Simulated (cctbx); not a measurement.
**Accept or mend?**

Cell a = 12.5060 Å, b = 14.6230 Å, c = 4.6940 Å, α = 90.00°, β = 90.00°, γ = 90.00°; space group Pbam (no. 55).

Simulated single-crystal data (cctbx): Mo Kα, λ = 0.71073 Å, to d = 0.8 Å, 70 % of the full sphere, strongest reflection 5000 counts, noise from counting, a 2 % proportional error and a noise floor of 4 counts (s.d.); no absorption.

An anisotropic refinement with weights 1/σ² prints:

```text
Rint 0.043, 74 unique reflections to 2.00 A
cycle     R1     wR2    GooF  max shift (A)
   1  0.0210  0.0435   1.434   0.03030
   2  0.0106  0.0297   0.979   0.00014
final R1 0.0106 wR2 0.0297 GooF 0.979  parameters 40  data/parameter 1.9
atom        x        y        z      Ueq    occ   su(xyz)  su(Uiso or U11)
Ba1    0.50000  0.50000  0.00000   0.0061  1.000  0.00000  0.0074
Ba2    0.32284  0.01330  0.00000   0.0070  1.000  0.00039  0.0056
Sb1    0.33589  0.33603  0.00000   0.0052  1.000  0.00041  0.0053  NPD
Sb2    0.34642  0.59513  0.50000   0.0165  1.000  0.00043  0.0073
Sb3    0.53592  0.09829  0.50000   0.0081  1.000  0.00041  0.0078
Cr1    0.33609  0.21043  0.50000   0.0091  1.000  0.00099  0.0153  NPD
Ca1    0.09278  0.25353  0.00000   0.0096  1.000  0.00119  0.0182  NPD
difference map: max 0.40 min -0.42 rms 0.12
Q1    0.0785  0.1459  0.2424    8    0.42  1.70 A from Sb2
Q2    0.0452  0.6187  0.0000    4    0.29  2.26 A from Ba2
Q3    0.2244  0.3875  0.5000    4    0.24  2.37 A from Sb3
Q4    0.1619  0.4281  0.2917    8    0.21  1.86 A from Ba2
Q5    0.1333  0.2667  0.3333    8    0.20  1.66 A from Ca1
Q6    0.9937  0.3418  0.5000    4    0.17  1.02 A from Sb3
```

Q: Accept it or mend it, and why?

Mend it. The fault: data cut at low resolution. Against the right model at the same level, R1 goes from 0.0272 to 0.0106 and GooF from 0.90 to 0.98 and Sb1, Cr1 and Ca1 go non-positive-definite. The atoms are right, but there are too few data for the parameters: R1 flatters and the s.u.s grow. Data per parameter fall from 24.6 to 1.9.

The compound is Ba3Ca2Cr2Sb6. The right model at the same level gives:

```text
Rint 0.068, 986 unique reflections to 0.80 A
cycle     R1     wR2    GooF  max shift (A)
   1  0.0386  0.0736   1.268   0.00458
   2  0.0272  0.0521   0.897   0.00000
final R1 0.0272 wR2 0.0521 GooF 0.897  parameters 40  data/parameter 24.6
atom        x        y        z      Ueq    occ   su(xyz)  su(Uiso or U11)
Ba1    0.50000  0.50000  0.00000   0.0079  1.000  0.00000  0.0005
Ba2    0.32189  0.01325  0.00000   0.0084  1.000  0.00005  0.0004
Sb1    0.33610  0.33576  0.00000   0.0054  1.000  0.00006  0.0003
Sb2    0.34682  0.59528  0.50000   0.0159  1.000  0.00007  0.0004
Sb3    0.53580  0.09793  0.50000   0.0109  1.000  0.00006  0.0004
Cr1    0.33608  0.21074  0.50000   0.0081  1.000  0.00016  0.0009
Ca1    0.09145  0.25150  0.00000   0.0124  1.000  0.00021  0.0010
difference map: max 2.07 min -1.96 rms 0.47
Q1    0.9911  0.0691  0.5000    4    2.19  2.06 A from Sb2
Q2    0.1048  0.0272  0.0000    4    2.12  1.37 A from Ba1
Q3    0.0973  0.6837  0.0000    4    1.96  2.38 A from Sb1
Q4    0.1068  0.1218  0.2502    8    1.91  1.36 A from Sb2
Q5    0.0116  0.3262  0.0000    4    1.88  1.48 A from Ca1
Q6    0.0430  0.8544  0.2868    8    1.82  2.04 A from Sb1
```

Isotropic U is held between 0.0001 and 1 Å² by the program, and listed peak heights are interpolated, so they can pass the grid's maximum.

The model was made for the exercise: a known structure type with other elements put in, its volume estimated, not relaxed; displacement parameters are assumed.

[Middle refinement cycles are left out of these outputs.]

[Logs are printed without paths, hosts, clocks, repeated set-up lines and the standing remarks that a program may print on its own settings, such as how far it seeks lower states.]
